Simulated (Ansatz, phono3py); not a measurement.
# GaP (F-43m): solver, mesh and scattering choices in phono3py, part 3 of 5

Aim: with force constants in hand, see how mesh, solver, isotopes and boundaries change the conductivity of GaP.

Measurements to reproduce:
- thermal conductivity 100 W/m/K near room temperature (given in “Combining the AFLOW GIBBS and Elastic Libraries to efficiently and robustly screen thermo-mechanical properties of solids”, 2017, arXiv:1611.05714)

Ansatz 0.2.0 and phono3py 4.10.0; DFT r2SCAN, scalar-relativistic, plane waves, PAW (the session's first sound run).

So far, κ at 300 K (W/m/K): step 3 (relaxation-time solution) 123; step 11 (q-mesh of the transport sums 23×23×23) 118; step 12 (q-mesh of the transport sums 29×29×29) 125; step 14 (boundary mean free path 10 micrometre) 109; step 15 (boundary mean free path 100 micrometre) 121.

## 16. Direct solution of the linearised equation, third order supercell 3×3×3, supercell 6×6×6

Level of this step: DFT r2SCAN, scalar-relativistic, plane waves, PAW; phono3py on Ansatz's force constants (phono3py).

Solving the linearised equation directly keeps the heat that normal processes pass on between modes; it is dearer, so the mesh may be smaller.

phono3py.yaml

```yaml
phono3py:
  version: "4.10.0"
  frequency_unit_conversion_factor: 15.633302
  symmetry_tolerance: 1.00000e-05

physical_unit:
  atomic_mass: "AMU"
  length: "angstrom"

space_group:
  type: "F-43m"
  number: 216
  Hall_symbol: "F -4 2 3"

primitive_matrix:
- [  1.000000000000000,  0.000000000000000,  0.000000000000000 ]
- [  0.000000000000000,  1.000000000000000,  0.000000000000000 ]
- [  0.000000000000000,  0.000000000000000,  1.000000000000000 ]

supercell_matrix:
- [   3,   0,   0 ]
- [   0,   3,   0 ]
- [   0,   0,   3 ]

# [primitive_cell block left out]
unit_cell:
  lattice:
  - [     0.000000000000000,     2.725687113700000,     2.725687113700000 ] # a
  - [     2.725687113700000,     0.000000000000000,     2.725687113700000 ] # b
  - [     2.725687113700000,     2.725687113700000,     0.000000000000000 ] # c
  points:
  - symbol: Ga # 1
    coordinates: [  0.000000000000000,  0.000000000000000,  0.000000000000000 ]
    mass: 69.723000
    reduced_to: 1
  - symbol: P # 2
    coordinates: [  0.250000000000000,  0.250000000000000,  0.250000000000000 ]
    mass: 30.973762
    reduced_to: 2

# [supercell block left out]
phonon_supercell_matrix:
- [   6,   0,   0 ]
- [   0,   6,   0 ]
- [   0,   0,   6 ]

# [phonon_primitive_cell block left out]
# [phonon_supercell block left out]
nac:
  born_effective_charge:
  - # 1 (Ga)
    - [  2.150071499722376,  0.000000000000000,  0.000000000000000 ]
    - [  0.000000000000000,  2.150071499722376,  0.000000000000000 ]
    - [  0.000000000000000,  0.000000000000000,  2.150071499722376 ]
  - # 2 (P)
    - [ -2.150071499722376,  0.000000000000000,  0.000000000000000 ]
    - [  0.000000000000000, -2.150071499722376,  0.000000000000000 ]
    - [  0.000000000000000,  0.000000000000000, -2.150071499722376 ]
  dielectric_constant:
    - [  9.364284479545452,  0.000000000000000,  0.000000000000000 ]
    - [  0.000000000000000,  9.364284479545452,  0.000000000000000 ]
    - [  0.000000000000000,  0.000000000000000,  9.364284479545450 ]
  unit_conversion_factor: 14.399645
```

Launch:

```sh
phono3py phono3py.yaml --mesh 19 19 19 --lbte --isotope --ts 100 300 600
```

The program printed:

```text
[banner, memory and clock lines left out]
Rust backend (phonors) using rayon (8 threads).
Running in phono3py.load mode.
Spglib version 2.8.0
----------------------------- General settings -----------------------------
Run mode: conductivity-LBTE
HDF5 data compression filter: gzip
Crystal structure was read from "phono3py.yaml".
Supercell (dim): [3 3 3]
Phonon supercell (dim-fc2): [6 6 6]
Primitive matrix:
  [1. 0. 0.]
  [0. 1. 0.]
  [0. 0. 1.]
Spacegroup: F-43m (216)
Use -v option to watch primitive cell, unit cell, and supercell structures.
NAC parameters were read from "phono3py.yaml".
fc3 was read from "fc3.hdf5".
fc2 was read from "fc2.hdf5".
----------------------------- Force constants ------------------------------
Max drift of fc3: 0.00030000 (xyz) 0.00030000 (xyz) 0.00030000 (xzy)
Max drift of fc2: -0.00280000 (xx) -0.00280000 (xx)
--------------------------- Calculation settings ---------------------------
Non-analytical term correction (NAC): True
NAC unit conversion factor:  14.39964
BZ integration: Tetrahedron-method
Temperatures: 100.0  300.0  600.0
Cutoff frequency: 0.01
Mesh sampling: [ 19 19 19 ]
Generating grid system ... [ 19 19 19 ]
fc3-r2q-transformation over three atoms: True
--------------------------- Phonon calculations ----------------------------
  PRB 50, 13035(R) (1994), PRB 55, 10355 (1997)
  G-cutoff distance: 1.21, Number of G-points: 307, Lambda: 0.39
Running harmonic phonon calculations...
------------------- Lattice thermal conductivity (LBTE) -------------------
Running heat capacity calculations...
Running velocity calculations...
Running isotope scattering calculations with tetrahedron method...
======================= Grid point 0 (1/220) =======================
q-point: ( 0.00  0.00  0.00)
Boundary mean free path (millimeter): 1000.000
Mass variance parameters: 1.97e-04 0.00e+00
Number of triplets: 220
Frequency     group velocity (x, y, z)     |gv|
  -0.103   (   0.000    0.000    0.000)    0.000
  -0.103   (   0.000    0.000    0.000)    0.000
  -0.103   (   0.000    0.000    0.000)    0.000
  10.791   (  -0.000   -0.000    0.000)    0.000
  10.791   (  -0.000    0.000   -0.000)    0.000
  10.791   (   0.000    0.000   -0.000)    0.000
======================= Grid point 1 (2/220) =======================
q-point: ( 0.05  0.00  0.00)
Boundary mean free path (millimeter): 1000.000
Mass variance parameters: 1.97e-04 0.00e+00
Number of triplets: 670
Frequency     group velocity (x, y, z)     |gv|
   0.550   ( -19.288   19.288   19.288)   33.408
   0.550   ( -19.288   19.288   19.288)   33.408
   1.133   ( -38.923   38.923   38.923)   67.417
  10.785   (   0.440   -0.440   -0.440)    0.762
  10.785   (   0.440   -0.440   -0.440)    0.762
  11.892   (   0.486   -0.486   -0.486)    0.841
[217 grid points left out]
======================= Grid point 1647 (220/220) =======================
q-point: (-0.26  0.47  0.21)
Boundary mean free path (millimeter): 1000.000
Mass variance parameters: 1.97e-04 0.00e+00
Number of triplets: 1810
Frequency     group velocity (x, y, z)     |gv|
   3.831   (   4.313    2.148   -0.000)    4.818
   4.465   (  -0.378    3.358   -0.000)    3.380
   6.504   (   1.329   -4.183    0.000)    4.389
   9.860   (  -1.934   -1.542    0.000)    2.473
  10.799   (   1.035    0.331   -0.000)    1.086
  11.777   (   0.277    1.145   -0.000)    1.178
=================== End of collection of collisions ===================
- Collision matrix shape (1, 3, 220, 6, 3, 220, 6, 3)
- Averaging collision matrix elements by phonon degeneracy [0.070s]
- Making collision matrix symmetric (Rust) [0.007s]
Diagonalize by scipy.linalg.lapack.dsyev sum=2.5e+01 d=-3.6e-15 [72.684s]
Pinv by ignoring 1026/3960 dims under abs(eig)<1.0e-08 (np.dot) [0.011s]
----------- Thermal conductivity (W/m-k) with tetrahedron method -----------
#  T(K)        xx         yy         zz         yz         xz         xy
  100.0     481.082    481.082    481.082     -0.000     -0.000      0.000
  (RTA)     474.238    474.238    474.238     -0.000     -0.000      0.000
Diagonalize by scipy.linalg.lapack.dsyev sum=6.2e+01 d=-1.4e-14 [71.749s]
Pinv by ignoring 1026/3960 dims under abs(eig)<1.0e-08 (np.dot) [0.011s]
#  T(K)        xx         yy         zz         yz         xz         xy
  300.0     126.039    126.039    126.039     -0.000     -0.000      0.000
  (RTA)     122.853    122.853    122.853     -0.000     -0.000      0.000
Diagonalize by scipy.linalg.lapack.dsyev sum=1.2e+02 d=-2.8e-14 [72.181s]
Pinv by ignoring 1026/3960 dims under abs(eig)<1.0e-08 (np.dot) [0.012s]
#  T(K)        xx         yy         zz         yz         xz         xy
  600.0      64.010     64.010     64.010     -0.000     -0.000      0.000
  (RTA)      62.212     62.212     62.212     -0.000     -0.000      0.000
Thermal conductivity related properties were written into
"kappa-m191919.hdf5".
Eigenvalues of collision matrix were written into "coleigs-m191919.hdf5"
Summary of calculation was written in "phono3py.yaml".
```

It took 4.1 min on 8 threads of Arm Neoverse V1, shared host; peak memory 0.5 GiB; 6.6 min of CPU time.

Numbers from this step:

```yaml
kappa_at_300_k: 126 W/m/K
kappa_xx_yy_zz_at_300_k: 126, 126, 126 W/m/K
```

W/m/K. Kappa, by row:

```csv
T (K),xx,yy,zz,yz,xz,xy,RTA mean
100,481.1,481.1,481.1,0,0,0,474.2
300,126,126,126,0,0,0,122.9
600,64.01,64.01,64.01,0,0,0,62.21
```

κ at 300 K goes from 123 in the base run to 126 W/(m K).

## 17. Adding coherences, third order supercell 3×3×3, supercell 6×6×6

Close branches can carry heat by tunnelling between them, which the particle picture leaves out.

phono3py.yaml is that of step 16.

Launch:

```sh
phono3py phono3py.yaml --mesh 19 19 19 --br --isotope --tt smm19 --ts 100 150 200 300 400 500 600 800
```

The program printed:

```text
[banner, memory and clock lines left out]
Rust backend (phonors) using rayon (8 threads).
Running in phono3py.load mode.
Spglib version 2.8.0
----------------------------- General settings -----------------------------
Run mode: conductivity-RTA
HDF5 data compression filter: gzip
Crystal structure was read from "phono3py.yaml".
Supercell (dim): [3 3 3]
Phonon supercell (dim-fc2): [6 6 6]
Primitive matrix:
  [1. 0. 0.]
  [0. 1. 0.]
  [0. 0. 1.]
Spacegroup: F-43m (216)
Use -v option to watch primitive cell, unit cell, and supercell structures.
NAC parameters were read from "phono3py.yaml".
fc3 was read from "fc3.hdf5".
fc2 was read from "fc2.hdf5".
----------------------------- Force constants ------------------------------
Max drift of fc3: 0.00030000 (xyz) 0.00030000 (xyz) 0.00030000 (xzy)
Max drift of fc2: -0.00280000 (xx) -0.00280000 (xx)
--------------------------- Calculation settings ---------------------------
Non-analytical term correction (NAC): True
NAC unit conversion factor:  14.39964
BZ integration: Tetrahedron-method
Temperature:  100.0  150.0  200.0  300.0  400.0 ... 800.0
Cutoff frequency: 0.01
Mesh sampling: [ 19 19 19 ]
Generating grid system ... [ 19 19 19 ]
fc3-r2q-transformation over three atoms: True
Optional transport type: SMM19
--------------------------- Phonon calculations ----------------------------
  PRB 50, 13035(R) (1994), PRB 55, 10355 (1997)
  G-cutoff distance: 1.21, Number of G-points: 307, Lambda: 0.39
Running harmonic phonon calculations...
-------------------- Lattice thermal conductivity (RTA) --------------------
Running heat capacity calculations...
Running velocity calculations...
Running isotope scattering calculations with tetrahedron method...
======================= Grid point 0 (1/220) =======================
q-point: ( 0.00  0.00  0.00)
Boundary mean free path (millimeter): 1000.000
Mass variance parameters: 1.97e-04 0.00e+00
Number of triplets: 220
Frequency     group velocity (x, y, z)     |gv|
  -0.103   (   0.000    0.000    0.000)    0.000
  -0.103   (   0.000    0.000    0.000)    0.000
  -0.103   (   0.000    0.000    0.000)    0.000
  10.791   (   0.000    0.000    0.000)    0.000
  10.791   (   0.000    0.000   -0.000)    0.000
  10.791   (  -0.000   -0.000   -0.000)    0.000
======================= Grid point 1 (2/220) =======================
q-point: ( 0.05  0.00  0.00)
Boundary mean free path (millimeter): 1000.000
Mass variance parameters: 1.97e-04 0.00e+00
Number of triplets: 670
Frequency     group velocity (x, y, z)     |gv|
   0.550   ( -19.288   19.288   19.288)   33.408
   0.550   ( -19.288   19.288   19.288)   33.408
   1.133   ( -38.923   38.923   38.923)   67.417
  10.785   (   0.440   -0.440   -0.440)    0.762
  10.785   (   0.440   -0.440   -0.440)    0.762
  11.892   (   0.486   -0.486   -0.486)    0.841
[217 grid points left out]
======================= Grid point 1647 (220/220) =======================
q-point: (-0.26  0.47  0.21)
Boundary mean free path (millimeter): 1000.000
Mass variance parameters: 1.97e-04 0.00e+00
Number of triplets: 1810
Frequency     group velocity (x, y, z)     |gv|
   3.831   (   4.313    2.148   -0.000)    4.818
   4.465   (  -0.378    3.358   -0.000)    3.380
   6.504   (   1.329   -4.183    0.000)    4.389
   9.860   (  -1.934   -1.542    0.000)    2.473
  10.799   (   1.035    0.331   -0.000)    1.086
  11.777   (   0.277    1.145   -0.000)    1.178
=================== End of collection of collisions ===================
----------- Thermal conductivity (W/m-k) with tetrahedron method -----------
#          T(K)        xx         yy         zz         yz         xz         xy
K_intra   100.0     474.238    474.238    474.238     -0.000     -0.000      0.000
K_intra   150.0     267.515    267.515    267.515     -0.000     -0.000      0.000
K_intra   200.0     189.256    189.256    189.256     -0.000     -0.000      0.000
K_intra   300.0     122.853    122.853    122.853     -0.000     -0.000      0.000
K_intra   400.0      92.234     92.234     92.234     -0.000     -0.000      0.000
K_intra   500.0      74.208     74.208     74.208     -0.000     -0.000      0.000
K_intra   600.0      62.212     62.212     62.212     -0.000     -0.000      0.000
K_intra   800.0      47.134     47.134     47.134     -0.000     -0.000      0.000

K_inter   100.0       2.459      2.459      2.459     -0.000     -0.000      0.000
K_inter   150.0       1.211      1.211      1.211     -0.000     -0.000      0.000
K_inter   200.0       0.803      0.803      0.803     -0.000     -0.000      0.000
K_inter   300.0       0.511      0.511      0.511     -0.000     -0.000      0.000
K_inter   400.0       0.399      0.399      0.399     -0.000     -0.000      0.000
K_inter   500.0       0.341      0.341      0.341     -0.000     -0.000      0.000
K_inter   600.0       0.306      0.306      0.306     -0.000     -0.000      0.000
K_inter   800.0       0.264      0.264      0.264     -0.000     -0.000      0.000

K_TOT     100.0     476.698    476.698    476.698     -0.000     -0.000      0.000
K_TOT     150.0     268.726    268.726    268.726     -0.000     -0.000      0.000
K_TOT     200.0     190.060    190.060    190.060     -0.000     -0.000      0.000
K_TOT     300.0     123.364    123.364    123.364     -0.000     -0.000      0.000
K_TOT     400.0      92.633     92.633     92.633     -0.000     -0.000      0.000
K_TOT     500.0      74.549     74.549     74.549     -0.000     -0.000      0.000
K_TOT     600.0      62.518     62.518     62.518     -0.000     -0.000      0.000
K_TOT     800.0      47.398     47.398     47.398     -0.000     -0.000      0.000

Thermal conductivity related properties were written into
"kappa-m191919.hdf5".
Summary of calculation was written in "phono3py.yaml".
```

Run time: 25 s. Hardware: 8 threads; peak memory 0.1 GiB.

Numbers from this step:

```
κ at 300 K            : 123.4 W/m/K
κ xx, yy, zz at 300 K : 123.4, 123.4, 123.4 W/m/K
```

W/m/K. Kappa, by row:

```csv
T (K),xx,yy,zz,yz,xz,xy,intra mean,inter mean
100,476.7,476.7,476.7,0,0,0,474.2,2.459
150,268.7,268.7,268.7,0,0,0,267.5,1.211
200,190.1,190.1,190.1,0,0,0,189.3,0.8035
300,123.4,123.4,123.4,0,0,0,122.9,0.5107
400,92.63,92.63,92.63,0,0,0,92.23,0.399
500,74.55,74.55,74.55,0,0,0,74.21,0.3412
600,62.52,62.52,62.52,0,0,0,62.21,0.3059
800,47.4,47.4,47.4,0,0,0,47.13,0.2645
```

κ at 300 K goes from 123 in the base run to 123 W/(m K).

## 18. Gaussian smearing, third order supercell 3×3×3, supercell 6×6×6

A Gaussian replaces the tetrahedron method for energy conservation; its width must match the mesh.

phono3py.yaml is that of step 17.

Launch:

```sh
phono3py phono3py.yaml --mesh 19 19 19 --br --isotope --sigma 0.03 --ts 100 300 600
```

The program printed:

```text
[banner, memory and clock lines left out]
Rust backend (phonors) using rayon (8 threads).
Running in phono3py.load mode.
Spglib version 2.8.0
----------------------------- General settings -----------------------------
Run mode: conductivity-RTA
HDF5 data compression filter: gzip
Crystal structure was read from "phono3py.yaml".
Supercell (dim): [3 3 3]
Phonon supercell (dim-fc2): [6 6 6]
Primitive matrix:
  [1. 0. 0.]
  [0. 1. 0.]
  [0. 0. 1.]
Spacegroup: F-43m (216)
Use -v option to watch primitive cell, unit cell, and supercell structures.
NAC parameters were read from "phono3py.yaml".
fc3 was read from "fc3.hdf5".
fc2 was read from "fc2.hdf5".
----------------------------- Force constants ------------------------------
Max drift of fc3: 0.00030000 (xyz) 0.00030000 (xyz) 0.00030000 (xzy)
Max drift of fc2: -0.00280000 (xx) -0.00280000 (xx)
--------------------------- Calculation settings ---------------------------
Non-analytical term correction (NAC): True
NAC unit conversion factor:  14.39964
BZ integration: Smearing=0.03
Temperature:  100.0  300.0  600.0
Cutoff frequency: 0.01
Mesh sampling: [ 19 19 19 ]
Generating grid system ... [ 19 19 19 ]
fc3-r2q-transformation over three atoms: True
--------------------------- Phonon calculations ----------------------------
  PRB 50, 13035(R) (1994), PRB 55, 10355 (1997)
  G-cutoff distance: 1.21, Number of G-points: 307, Lambda: 0.39
Running harmonic phonon calculations...
-------------------- Lattice thermal conductivity (RTA) --------------------
Running heat capacity calculations...
Running velocity calculations...
Running isotope scattering calculations sigma=0.03...
======================= Grid point 0 (1/220) =======================
q-point: ( 0.00  0.00  0.00)
Boundary mean free path (millimeter): 1000.000
Mass variance parameters: 1.97e-04 0.00e+00
Number of triplets: 220
Frequency     group velocity (x, y, z)     |gv|
  -0.103   (   0.000    0.000    0.000)    0.000
  -0.103   (   0.000    0.000    0.000)    0.000
  -0.103   (   0.000    0.000    0.000)    0.000
  10.791   (  -0.000   -0.000    0.000)    0.000
  10.791   (  -0.000    0.000   -0.000)    0.000
  10.791   (   0.000    0.000   -0.000)    0.000
======================= Grid point 1 (2/220) =======================
q-point: ( 0.05  0.00  0.00)
Boundary mean free path (millimeter): 1000.000
Mass variance parameters: 1.97e-04 0.00e+00
Number of triplets: 670
Frequency     group velocity (x, y, z)     |gv|
   0.550   ( -19.288   19.288   19.288)   33.408
   0.550   ( -19.288   19.288   19.288)   33.408
   1.133   ( -38.923   38.923   38.923)   67.417
  10.785   (   0.440   -0.440   -0.440)    0.762
  10.785   (   0.440   -0.440   -0.440)    0.762
  11.892   (   0.486   -0.486   -0.486)    0.841
[217 grid points left out]
======================= Grid point 1647 (220/220) =======================
q-point: (-0.26  0.47  0.21)
Boundary mean free path (millimeter): 1000.000
Mass variance parameters: 1.97e-04 0.00e+00
Number of triplets: 1810
Frequency     group velocity (x, y, z)     |gv|
   3.831   (   4.313    2.148   -0.000)    4.818
   4.465   (  -0.378    3.358   -0.000)    3.380
   6.504   (   1.329   -4.183    0.000)    4.389
   9.860   (  -1.934   -1.542    0.000)    2.473
  10.799   (   1.035    0.331   -0.000)    1.086
  11.777   (   0.277    1.145   -0.000)    1.178
=================== End of collection of collisions ===================
----------- Thermal conductivity (W/m-k) for sigma=0.03 -----------
#  T(K)        xx         yy         zz         yz         xz         xy
  100.0     430.177    430.177    430.177     -0.000     -0.000      0.000
  300.0     116.305    116.305    116.305     -0.000     -0.000      0.000
  600.0      59.136     59.136     59.136     -0.000     -0.000      0.000

Thermal conductivity related properties and sigma 0.03
were written into "kappa-m191919-s0.03.hdf5".
Summary of calculation was written in "phono3py.yaml".
```

The job ended after 22 s (8 threads; peak memory 0.1 GiB).

This step gave:

| Item | Value |
| --- | --- |
| κ at 300 K | 116.3 W/m/K |
| κ xx, yy, zz at 300 K | 116.3, 116.3, 116.3 W/m/K |

W/m/K. Kappa, by row:

```csv
T (K),xx,yy,zz,yz,xz,xy
100,430.2,430.2,430.2,0,0,0
300,116.3,116.3,116.3,0,0,0
600,59.14,59.14,59.14,0,0,0
```

With a width of 0.03 THz κ at 300 K is 116 W/(m K), -5.4 % from the tetrahedron value.

Between step 3 and this run (delta function Gaussian and sigma 0.03 THz) the value for the κ at 300 K moves from 123 W/m/K to 116 W/m/K (-5 %).

## 19. Gaussian smearing, third order supercell 3×3×3, supercell 6×6×6 (run 2)

A Gaussian replaces the tetrahedron method for energy conservation; its width must match the mesh.

phono3py.yaml is that of step 18.

Launch:

```sh
phono3py phono3py.yaml --mesh 19 19 19 --br --isotope --sigma 0.1 --ts 100 300 600
```

The program printed:

```text
[banner, memory and clock lines left out]
Rust backend (phonors) using rayon (8 threads).
Running in phono3py.load mode.
Spglib version 2.8.0
----------------------------- General settings -----------------------------
Run mode: conductivity-RTA
HDF5 data compression filter: gzip
Crystal structure was read from "phono3py.yaml".
Supercell (dim): [3 3 3]
Phonon supercell (dim-fc2): [6 6 6]
Primitive matrix:
  [1. 0. 0.]
  [0. 1. 0.]
  [0. 0. 1.]
Spacegroup: F-43m (216)
Use -v option to watch primitive cell, unit cell, and supercell structures.
[...]
10.799   (   1.035    0.331   -0.000)    1.086
  11.777   (   0.277    1.145   -0.000)    1.178
=================== End of collection of collisions ===================
----------- Thermal conductivity (W/m-k) for sigma=0.1 -----------
#  T(K)        xx         yy         zz         yz         xz         xy
  100.0     428.664    428.664    428.664     -0.000     -0.000      0.000
  300.0     114.164    114.164    114.164     -0.000     -0.000      0.000
  600.0      57.820     57.820     57.820     -0.000     -0.000      0.000

Thermal conductivity related properties and sigma 0.1
were written into "kappa-m191919-s0.1.hdf5".
Summary of calculation was written in "phono3py.yaml".
```

Run time: 22 s. Hardware: 8 threads; peak memory 0.1 GiB; 2.6 min of CPU time.

Numbers from this step:

* κ at 300 K: 114.2 W/m/K
* κ xx, yy, zz at 300 K: 114.2, 114.2, 114.2 W/m/K

W/m/K. Kappa, by row:

```csv
T (K),xx,yy,zz,yz,xz,xy
100,428.7,428.7,428.7,0,0,0
300,114.2,114.2,114.2,0,0,0
600,57.82,57.82,57.82,0,0,0
```

With a width of 0.1 THz κ at 300 K is 114 W/(m K), -7.1 % from the tetrahedron value.

(Continued in part 4 of 5.)

[Logs are printed without paths, hosts, clocks, repeated set-up lines and the standing remarks that a program may print on its own settings, such as how far it seeks lower states.]

[Hosts, paths, dates, database ids (printed as entryN), source tags and the programs' standing remarks are cut or masked in the printed files.]

[A step with changed settings may run another functional than the one named; its input shows which.]
